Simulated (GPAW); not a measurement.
**PbO (P4/nmm): G0W0 on several meshes in GPAW**

Aim: the GW shift of PbO (P4/nmm) against the k mesh.

Calculated with GPAW 26.7.0; PBE and many-body steps on it, plane waves.

The database entry behind the starting cell differs from later determinations by our own check (c about 1 % long), so it need not match the best structure at ambient conditions.

## (1) The starting structure

Symmetry: P4/nmm, No. 129, tetragonal system. The conventional cell has a = 3.960 Å, b = 3.960 Å, c = 5.070 Å, α = 90.00°, β = 90.00°, γ = 90.00°. Nearest to Pb lie 4 O at 2.32 Å. Nearest to O lie 4 Pb at 2.32 Å. Farther neighbours and most contacts between anions are not listed.

As a file:

```cif
data_structure
_symmetry_space_group_name_H-M 'P 1'
_symmetry_Int_Tables_number 1
_cell_length_a 3.9600
_cell_length_b 3.9600
_cell_length_c 5.0700
_cell_angle_alpha 90.000
_cell_angle_beta 90.000
_cell_angle_gamma 90.000
_cell_volume 79.51
loop_
_atom_site_label
_atom_site_type_symbol
_atom_site_fract_x
_atom_site_fract_y
_atom_site_fract_z
_atom_site_occupancy
Pb1 Pb 0.00000 0.50000 0.23851 1
Pb2 Pb 0.50000 0.00000 0.76149 1
O3 O 0.00000 0.00000 0.00000 1
O4 O 0.50000 0.50000 0.00000 1
```

The cell and positions come from the Crystallography Open Database and are kept as given unless a step says otherwise. Spin-orbit coupling is left out unless a step names it.

## (2) Empty states on the mesh, 4×4×4 mesh, 723 bands

This step: GPAW 26.7.0; DFT, PBE, plane waves, PAW.

The sums over transitions need many empty states on a uniform mesh; this step solves for them.

Contents of run.py:

```python
import json
import numpy as np
from gpaw.mpi import world
from gpaw import GPAW

calc = GPAW('gs.gpw').fixed_density(kpts={'size': (4, 4, 4), 'gamma': True},
    parallel={'domain': 1, 'band': 1},
    txt='nscf.txt')
calc.diagonalize_full_hamiltonian(nbands=723)
calc.write('full.gpw', mode='all')
res = {}
kpts = calc.get_ibz_k_points()
res['kpts'] = kpts
res['eigenvalues'] = [calc.get_eigenvalues(kpt=k) for k in range(len(kpts))]
res['n_electrons'] = calc.get_number_of_electrons()

if world.rank == 0:
    with open('result.json', 'w') as f:
        json.dump(res, f, default=lambda x: x.tolist())
```

Started as:

```
$ mpirun -n 8 gpaw python run.py
```

Numbers of over 12 decimals in the logs are rounded to 6 here.

Output:

```text
Diagonalizing LCAO Hamiltonian
Converting LCAO to pw mode
convergence criteria:
- Maximum integral of absolute [eigenst]ate change: 4e-08 eV^2 / valence electron
maximum number of iterations: 100

SCF iterations
|iter     |     time |      energy | eigst |  dens |
|iter:   1|  |             | +1.00 |       |
|iter:   2|  |             | -0.48 |       |
|iter:   3|  |             | -1.51 |       |
[...]
|iter:   8|  |             | -6.19 |       |
|iter:   9|  |             | -7.12 |       |
|iter:  10|  |             | -7.77c|       |
SCF steps: 10
  __  _  _
 | _ |_)|_||  |
 |__||  | ||/\| - 26.7.0

Input parameters:
  mode=PW(ecut=600.0),
  convergence={'density': 1e-06, 'bands': -3},
  gpts=array([24, 24, 30]),
  kpts=MonkhorstPack(size=(4, 4, 4), gamma=True),
  maxiter=100,
  nbands=28,
  occupations=Occupations(name='fermi-dirac', width=0.001, fixmagmom=False),
  parallel={'domain': 1, 'band': 1},
  xc=XC(name='PBE')
Matrix size: 2640x2640
# Writing to full.gpw (mode='all')
  [... matrices ...]

timing:  # [seconds]
  Total: 33.566  # ━━━━━━━━━━━━━━━━━━━━━━━━━━━━━━━━━━━━━━━━━━━━━━━━━━━━━━━━━━
```

The job ended after 40 s (8 MPI ranks of AMD EPYC 7B13 (Zen 3), shared host; peak memory 6.2 GiB; 5.3 min of CPU time).

This step gave:

```yaml
gap: 1.098 eV
k_of_the_valence_top: 0, 0, 0
k_of_the_conduction_bottom: 0.5, 0.5, 0
least_direct_gap: 2.161 eV
k_points_computed: 18
lowest_point_of_the_top_converged_band_above_the_valence_top: 235.3706 eV
```

On this mesh the gap is 1.098 eV.

## (3) 4×4×4

Now the one-shot GW correction: screening in the RPA, then the self-energy of the levels asked for.

This step: G0W0 on PBE, plane waves, PAW.

Contents of run.py:

```python
import json
import numpy as np
from gpaw.mpi import world
from gpaw.response.g0w0 import G0W0

gw = G0W0('full.gpw',
    filename='gw',
    kpts=[0, 15],
    bands=(18, 22),
    ecut=150,
    nbands=331,
    integrate_gamma='WS',
    ppa=True)
gw.calculate()
res = {mode: {k: v for k, v in r.items() if k != 'sigma_eskwn'}
       for mode, r in gw.all_results.items()}

if world.rank == 0:
    with open('result.json', 'w') as f:
        json.dump(res, f, default=lambda x: x.tolist())
```

Started as:

```
$ mpirun -n 8 gpaw python run.py
```

Output:

```text
Using integrator: PointIntegrator
FrequencyGridDescriptor(from 0.000+0.000j to 0.000+27.211j eV, 2 points)
Nonperiodic BCs:  [False False False]
Using integrator: PointIntegrator
FrequencyGridDescriptor(from 0.000+0.000j to 0.000+27.211j eV, 2 points)
Nonperiodic BCs:  [False False False]
  ___  _ _ _
 |   || | | |
 | | || | | |
 |__ ||_____|
 |___|

BZ k-points: Symmetries present (total): 8

  [... matrices ...]
64 k-points: 4 x 4 x 4 Monkhorst-Pack grid + [1/8,1/8,1/8]
18 k-points in the irreducible part of the Brillouin zone
       k-points in crystal coordinates                weights
   0:     0.00000000    0.00000000    0.00000000          1/64
   1:     0.00000000    0.00000000    0.25000000          2/64
   2:     0.00000000    0.00000000    0.50000000          1/64
   3:     0.25000000    0.00000000    0.00000000          4/64
   4:     0.25000000    0.00000000    0.25000000          8/64
   5:     0.25000000    0.00000000    0.50000000          4/64
   6:     0.25000000    0.25000000    0.00000000          4/64
   7:     0.25000000    0.25000000    0.25000000          8/64
   8:     0.25000000    0.25000000    0.50000000          4/64
   9:     0.50000000    0.00000000    0.00000000          2/64
          ...
  17:     0.50000000    0.50000000    0.50000000          1/64

Distributing spins, k-points and bands (1 x 2 x 4) over 8 processes
Number of blocks: 1

Quasi particle states:
k-points (IBZ indices): [0, 15]
Band range: (18, 22)
  [... matrices ...]
Computational parameters:
Plane wave cut-off: 150 eV
Number of bands: 331
Coulomb cutoff: None
Broadening: 0.1 eV

fxc modes: GW
Kernel: RPA
Using Godby-Needs plasmon-pole approximation:
  Fitting energy: i*E0, E0 = 1.000 Hartree
Summing all q:

Calculating screened Coulomb potential
No Coulomb truncation
FrequencyGridDescriptor(from 0.000+0.000j to 0.000+27.211j eV, 2 points)
Removing empty qpoint cache files...

Calculating chi0 body with:
    Ground state adapter containing:
    Number of spins: 1
    Number of kpoints: 64
    Number of irreducible kpoints: 18
    Number of completely occupied states: 20
    Number of partially occupied states: 20
    Occupied states memory: 5.2734375 M / cpu

    Linear response parametrization:
    q_c: [0.0, 0.0, 0.0]
    Number of frequency points: 2
    Planewave cutoff: 150.0
    Number of bands: 331
    Number of planewaves: 343
    Broadening (eta): 1e-06
    comm.size: 8
    kncomm.size: 8
    blockcomm.size: 1

    Memory estimate of potentially large arrays:
        chi0_wGG: 3.590363 M / cpu
Integrating chi0 body.

Symmetries of q_c:
    Direct symmetries (Uq -> q): 8
    Indirect symmetries (TUq -> q): 8
In total 16 allowed symmetries.

  [... matrices ...]
18 groups of equivalent kpoints. 71.875% reduction.

Integral kind: response function
Integrating chi0 head and wings.

Symmetries of q_c:
    Direct symmetries (Uq -> q): 8
    Indirect symmetries (TUq -> q): 8
In total 16 allowed symmetries.

  [... matrices ...]
18 groups of equivalent kpoints. 71.875% reduction.

Integral kind: response function wings

Calculating chi0 body with:
    Ground state adapter containing:
    Number of spins: 1
    Number of kpoints: 64
    Number of irreducible kpoints: 18
    Number of completely occupied states: 20
    Number of partially occupied states: 20
    Occupied states memory: 5.2734375 M / cpu

    Linear response parametrization:
[... the further q-points ...]

Results:
f:      Occupation numbers
eps:     KS-eigenvalues [eV]
vxc:     KS vxc [eV]
exx:     Exact exchange [eV]
sigma:   Self-energies [eV]
dsigma:  Self-energy derivatives
Z:       Renormalization factors
qp:      QP-energies [eV]

k-point 0 (0): (0.000, 0.000, 0.000)                GW
band       f     eps     vxc     exx   sigma  dsigma       Z      qp
                                                                   GW
  18   1.000   4.064 -20.616 -25.575   4.556  -0.356   0.737   3.766
  19   1.000   5.735 -19.588 -21.991   2.068  -0.287   0.777   5.474
  20   0.000   8.091 -14.027 -10.056  -3.535  -0.213   0.824   8.450
  21   0.000  11.168 -12.719  -8.162  -4.202  -0.209   0.827  11.461

k-point 1 (15): (0.500, 0.500, 0.000)                GW
band       f     eps     vxc     exx   sigma  dsigma       Z      qp
                                                                   GW
  18   1.000   4.672 -21.414 -26.211   4.519  -0.351   0.740   4.467
  19   1.000   4.672 -21.414 -26.211   4.519  -0.351   0.740   4.467
  20   0.000   6.833 -11.127  -7.864  -3.204  -0.207   0.829   6.882
  21   0.000   6.833 -11.127  -7.864  -3.204  -0.207   0.829   6.882
```

It took 3.8 min on 8 MPI ranks; peak memory 3.8 GiB.

Numbers from this step:

```
G0W0 gap on the points computed              : 1.407 eV
least direct G0W0 gap on the computed points : 2.415 eV
Z at the valence top                         : 0.7772
Z at the conduction bottom                   : 0.8285
starting gap on the mesh                     : 1.098 eV
k of the valence top                         : 0, 0, 0
k of the conduction bottom                   : 0.5, 0.5, 0
```

The gap on the mesh goes from 1.10 eV to 1.41 eV, a correction of +0.31 eV.

## (4) Empty states on the mesh, 4×4×2 mesh, 341 bands

This step: DFT, PBE, plane waves, PAW.

Contents of run.py:

```python
import json
import numpy as np
from gpaw.mpi import world
from gpaw import GPAW

calc = GPAW('gs.gpw').fixed_density(kpts={'size': (4, 4, 2), 'gamma': True},
    parallel={'domain': 1, 'band': 1},
    txt='nscf.txt')
calc.diagonalize_full_hamiltonian(nbands=341)
calc.write('full.gpw', mode='all')
res = {}
kpts = calc.get_ibz_k_points()
res['kpts'] = kpts
res['eigenvalues'] = [calc.get_eigenvalues(kpt=k) for k in range(len(kpts))]
res['n_electrons'] = calc.get_number_of_electrons()

if world.rank == 0:
    with open('result.json', 'w') as f:
        json.dump(res, f, default=lambda x: x.tolist())
```

Started as:

```
$ mpirun -n 8 gpaw python run.py
```

Output:

```text
Diagonalizing LCAO Hamiltonian
Converting LCAO to pw mode
convergence criteria:
- Maximum integral of absolute [eigenst]ate change: 4e-08 eV^2 / valence electron
maximum number of iterations: 100

SCF iterations
|iter     |     time |      energy | eigst |  dens |
|iter:   1|  |             | +1.00 |       |
|iter:   2|  |             | -0.40 |       |
|iter:   3|  |             | -1.36 |       |
[...]
|iter:   8|  |             | -5.72 |       |
|iter:   9|  |             | -6.72 |       |
|iter:  10|  |             | -7.58c|       |
SCF steps: 10
  __  _  _
 | _ |_)|_||  |
 |__||  | ||/\| - 26.7.0

Input parameters:
  mode=PW(ecut=600.0),
  convergence={'density': 1e-06, 'bands': -3},
  gpts=array([24, 24, 30]),
  kpts=MonkhorstPack(size=(4, 4, 2), gamma=True),
  maxiter=100,
  nbands=28,
  occupations=Occupations(name='fermi-dirac', width=0.001, fixmagmom=False),
  parallel={'domain': 1, 'band': 1},
  xc=XC(name='PBE')
Matrix size: 2629x2629
# Writing to full.gpw (mode='all')
  [... matrices ...]

timing:  # [seconds]
  Total: 22.946  # ━━━━━━━━━━━━━━━━━━━━━━━━━━━━━━━━━━━━━━━━━━━━━━━━━━━━━━━━━━
```

Wall time 29 s (8 MPI ranks); peak memory 5 GiB.

Numbers from this step:

```
gap                                                           : 1.098 eV
k of the valence top                                          : 0, 0, 0
k of the conduction bottom                                    : 0.5, 0.5, 0
least direct gap                                              : 2.161 eV
k points computed                                             : 12
lowest point of the top converged band, above the valence top : 134.8171 eV
```

On this mesh the gap is 1.098 eV.

## (5) 4×4×2

This step: G0W0 on PBE, plane waves, PAW.

Contents of run.py:

```python
import json
import numpy as np
from gpaw.mpi import world
from gpaw.response.g0w0 import G0W0

gw = G0W0('full.gpw',
    filename='gw',
    kpts=[0, 10],
    bands=(18, 22),
    ecut=150,
    nbands=331,
    integrate_gamma='WS',
    ppa=True)
gw.calculate()
res = {mode: {k: v for k, v in r.items() if k != 'sigma_eskwn'}
       for mode, r in gw.all_results.items()}

if world.rank == 0:
    with open('result.json', 'w') as f:
        json.dump(res, f, default=lambda x: x.tolist())
```

Started as:

```
$ mpirun -n 8 gpaw python run.py
```

Output:

```text
Using integrator: PointIntegrator
FrequencyGridDescriptor(from 0.000+0.000j to 0.000+27.211j eV, 2 points)
Nonperiodic BCs:  [False False False]
Using integrator: PointIntegrator
FrequencyGridDescriptor(from 0.000+0.000j to 0.000+27.211j eV, 2 points)
Nonperiodic BCs:  [False False False]
  ___  _ _ _
 |   || | | |
 | | || | | |
 |__ ||_____|
 |___|

BZ k-points: Symmetries present (total): 8

  [... matrices ...]
32 k-points: 4 x 4 x 2 Monkhorst-Pack grid + [1/8,1/8,1/4]
12 k-points in the irreducible part of the Brillouin zone
       k-points in crystal coordinates                weights
   0:     0.00000000    0.00000000    0.00000000          1/32
   1:     0.00000000    0.00000000    0.50000000          1/32
   2:     0.25000000    0.00000000    0.00000000          4/32
[...]
9:     0.50000000    0.25000000    0.50000000          4/32
          ...
  11:     0.50000000    0.50000000    0.50000000          1/32

Distributing spins, k-points and bands (1 x 2 x 4) over 8 processes
Number of blocks: 1

Quasi particle states:
k-points (IBZ indices): [0, 10]
Band range: (18, 22)
  [... matrices ...]
Computational parameters:
Plane wave cut-off: 150 eV
Number of bands: 331
Coulomb cutoff: None
Broadening: 0.1 eV

fxc modes: GW
Kernel: RPA
Using Godby-Needs plasmon-pole approximation:
  Fitting energy: i*E0, E0 = 1.000 Hartree
Summing all q:

Calculating screened Coulomb potential
No Coulomb truncation
FrequencyGridDescriptor(from 0.000+0.000j to 0.000+27.211j eV, 2 points)
Removing empty qpoint cache files...

Calculating chi0 body with:
    Ground state adapter containing:
    Number of spins: 1
    Number of kpoints: 32
    Number of irreducible kpoints: 12
    Number of completely occupied states: 20
    Number of partially occupied states: 20
[...]
Number of frequency points: 2
    Planewave cutoff: 150.0
    Number of bands: 331
    Number of planewaves: 343
    Broadening (eta): 1e-06
    comm.size: 8
    kncomm.size: 8
    blockcomm.size: 1

    Memory estimate of potentially large arrays:
        chi0_wGG: 3.590363 M / cpu
Integrating chi0 body.

Symmetries of q_c:
    Direct symmetries (Uq -> q): 8
    Indirect symmetries (TUq -> q): 8
In total 16 allowed symmetries.

  [... matrices ...]
12 groups of equivalent kpoints. 62.5% reduction.

Integral kind: response function
Integrating chi0 head and wings.

Symmetries of q_c:
    Direct symmetries (Uq -> q): 8
    Indirect symmetries (TUq -> q): 8
In total 16 allowed symmetries.

  [... matrices ...]
12 groups of equivalent kpoints. 62.5% reduction.

Integral kind: response function wings

Calculating chi0 body with:
    Ground state adapter containing:
    Number of spins: 1
    Number of kpoints: 32
    Number of irreducible kpoints: 12
    Number of completely occupied states: 20
    Number of partially occupied states: 20
    Occupied states memory: 5.2734375 M / cpu

    Linear response parametrization:
[... the further q-points ...]

Results:
f:      Occupation numbers
eps:     KS-eigenvalues [eV]
vxc:     KS vxc [eV]
exx:     Exact exchange [eV]
sigma:   Self-energies [eV]
dsigma:  Self-energy derivatives
Z:       Renormalization factors
qp:      QP-energies [eV]

k-point 0 (0): (0.000, 0.000, 0.000)                GW
band       f     eps     vxc     exx   sigma  dsigma       Z      qp
                                                                   GW
  18   1.000   4.064 -20.616 -25.574   4.560  -0.358   0.736   3.771
  19   1.000   5.735 -19.588 -22.023   2.101  -0.288   0.777   5.476
  20   0.000   8.091 -14.027 -10.017  -3.581  -0.215   0.823   8.445
[...]
k-point 1 (10): (0.500, 0.500, 0.000)                GW
band       f     eps     vxc     exx   sigma  dsigma       Z      qp
                                                                   GW
[...]
20   0.000   6.833 -11.127  -7.862  -3.212  -0.208   0.828   6.878
  21   0.000   6.833 -11.127  -7.862  -3.212  -0.208   0.828   6.878
```

It took 1.9 min on 8 MPI ranks; peak memory 3.5 GiB.

This step gave:

```yaml
g0w0_gap_on_the_points_computed: 1.402 eV
least_direct_g0w0_gap_on_the_computed_points: 2.407 eV
z_at_the_valence_top: 0.7765
z_at_the_conduction_bottom: 0.8276
starting_gap_on_the_mesh: 1.098 eV
k_of_the_valence_top: 0, 0, 0
k_of_the_conduction_bottom: 0.5, 0.5, 0
```

Against G0W0 in GPAW (4×4×4 mesh, 331 bands, screening to 150 eV, Godby-Needs plasmon pole), the gap moves by −0.006 eV.

## (6) Side by side

Times are wall times on 8 MPI ranks of AMD EPYC 7B13 (Zen 3), shared host, good to a factor of about two.

```csv
run,mesh,bands,screening cutoff (eV),DFT gap (eV),gap on the mesh (eV),direct (eV),time
4×4×4,4×4×4,331,150,1.098,1.407,2.415,3.8 min
4×4×2,4×4×2,331,150,1.098,1.402,2.407,1.9 min
```

## (7) Results

```
4×4×4        : 1.407 eV
4×4×2        : 1.402 eV
known limits : not at the basis limit; no spin-orbit coupling; coarse k mesh
```

In words: 4×4×2: −0.006 eV against 4×4×4. Bands and cutoff are finite, so the gap is not at the basis limit. The miss can reach some tenths of an eV and take either sign; the mesh is an error of its own. These stock PAW sets were not made for GW. In the G0W0 runs levels were corrected at 2 k points alone, so a gap called «on the mesh» is the least over those, and an edge elsewhere would be missed. The 4×4×4 mesh is coarse for this cell, which bears on the long-range parts of exchange and screening. Where an edge is built on 6p states of lead, bismuth or thallium, scalar-relativistic gaps usually stand too wide, by a few tenths to over one eV. The many-body steps are scalar-relativistic: spin-orbit coupling is not in them.

[Paths, hosts, dates, memory and timing lines, banners, echoed tables and standing remarks are left out of the program output.]

[Logs are printed without paths, hosts, clocks, repeated set-up lines and the standing remarks that a program may print on its own settings, such as how far it seeks lower states.]

[Runs of the session that timed out or met a known fault of the program may be left out.]

[Hosts, paths, dates, database ids (printed as entryN), source tags and the programs' standing remarks are cut or masked in the printed files.]
